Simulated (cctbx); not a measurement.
# Accept or mend?

Cell a = 8.1200 Å, b = 4.8710 Å, c = 8.8680 Å, α = 90.00°, β = 90.00°, γ = 90.00°; space group Amm2 (no. 38). The compound is Ta4Cr4NiRh3.

The data are simulated with cctbx, not measured: Cu Kα, λ = 1.54184 Å, to d = 0.83 Å, 70 % of the full sphere, strongest reflection 20000 counts, noise from counting, a 4 % proportional error and a noise floor of 15 counts (s.d.); no absorption, and some extinction, which the refinements don't model.

An anisotropic refinement with weights 1/σ² prints:

```text
Rint 0.027, 378 unique reflections to 0.83 A
cycle     R1     wR2    GooF  max shift (A)
   1  0.0618  0.1615   4.128   0.00843
   3  0.0464  0.1241   3.173   0.00012
final R1 0.0464 wR2 0.1241 GooF 3.173  parameters 38  data/parameter 9.9
atom        x        y        z      Ueq    occ   su(xyz)  su(Uiso or U11)
Ta1    0.19174  0.50000  0.16537   0.0084  1.000  0.00030  0.0012
Ta2    0.30974  0.00000  0.33805   0.0043  1.000  0.00028  0.0012
Eu1    0.50000  0.50000  0.33127   0.0203  1.000  0.00068  0.0021
Rh1    0.50000  0.25930  0.08194   0.0091  1.000  0.00095  0.0013
Ni1    0.00000  0.00000  0.16985   0.0096  1.000  0.00171  0.0054
Cr1    0.00000  0.26085  0.41459   0.0149  1.000  0.00228  0.0034
Cr2    0.24978  0.00000  0.00047   0.0124  1.000  0.00164  0.0026
difference map: max 1.90 min -4.20 rms 0.57
Q1    0.5000  0.0000  0.6788    2    1.97  1.35 A from Eu1
Q2    0.1640  0.0000  0.6647    4    1.94  0.23 A from Ta1
Q3    0.3576  0.0000  0.8560    4    1.86  1.18 A from Eu1
Q4    0.3569  0.0000  0.3542    4    1.80  0.41 A from Ta2
Q5    0.1574  0.0000  0.3431    4    1.79  1.24 A from Ta2
Q6    0.0000  0.0000  0.4532    2    1.77  1.32 A from Cr1
```

Q: Accept it or mend it, and why?

Mend it. The fault: wrong element: Eu1 is Rh. Against the right model at the same level, R1 goes from 0.0172 to 0.0464 and GooF from 1.02 to 3.17, U of Eu1 swells from 0.0103 to 0.0203 Å² and a hole of -4.2 e/Å³ opens. Eu1 has 18 electrons too many and its U swells to shed them, as expected.

The compound is Ta4Cr4NiRh3. The right model at the same level gives:

```text
Rint 0.027, 378 unique reflections to 0.83 A
cycle     R1     wR2    GooF  max shift (A)
   1  0.0176  0.0412   1.054   0.00280
   2  0.0172  0.0398   1.018   0.00024
final R1 0.0172 wR2 0.0398 GooF 1.018  parameters 38  data/parameter 9.9
atom        x        y        z      Ueq    occ   su(xyz)  su(Uiso or U11)
Ta1    0.19154  0.50000  0.16549   0.0095  1.000  0.00009  0.0004
Ta2    0.30979  0.00000  0.33825   0.0062  1.000  0.00008  0.0004
Rh1    0.50000  0.50000  0.33101   0.0103  1.000  0.00028  0.0006
Rh2    0.50000  0.25990  0.08178   0.0105  1.000  0.00031  0.0004
Ni1    0.00000  0.00000  0.16897   0.0124  1.000  0.00068  0.0017
Cr1    0.00000  0.26148  0.41440   0.0156  1.000  0.00072  0.0011
Cr2    0.25096  0.00000  0.00095   0.0128  1.000  0.00050  0.0008
Flack x: -0.04(3)
Hooft y: -0.032(35)  Bijvoet pairs: 169
difference map: max 1.07 min -1.45 rms 0.31
Q1    0.3673  0.0000  0.8754    4    1.10  1.15 A from Rh1
Q2    0.5000  0.0000  0.1080    2    0.97  1.29 A from Rh2
Q3    0.1516  0.0000  0.3311    4    0.97  1.29 A from Ta2
Q4    0.0000  0.0000  0.9850    2    0.85  1.32 A from Cr1
Q5    0.3432  0.0000  0.5686    4    0.83  1.50 A from Ta1
Q6    0.5000  0.1096  0.3759    4    0.82  1.67 A from Ta2
```

Isotropic U is held between 0.0001 and 1 Å² by the program, and listed peak heights are interpolated, so they can pass the grid's maximum.

The model is made up (kin elements in a known structure type, no relaxation), so it says nothing on whether the phase exists.

[Middle refinement cycles are left out of these outputs.]

[Logs are printed without paths, hosts, clocks, repeated set-up lines and the standing remarks that a program may print on its own settings, such as how far it seeks lower states.]
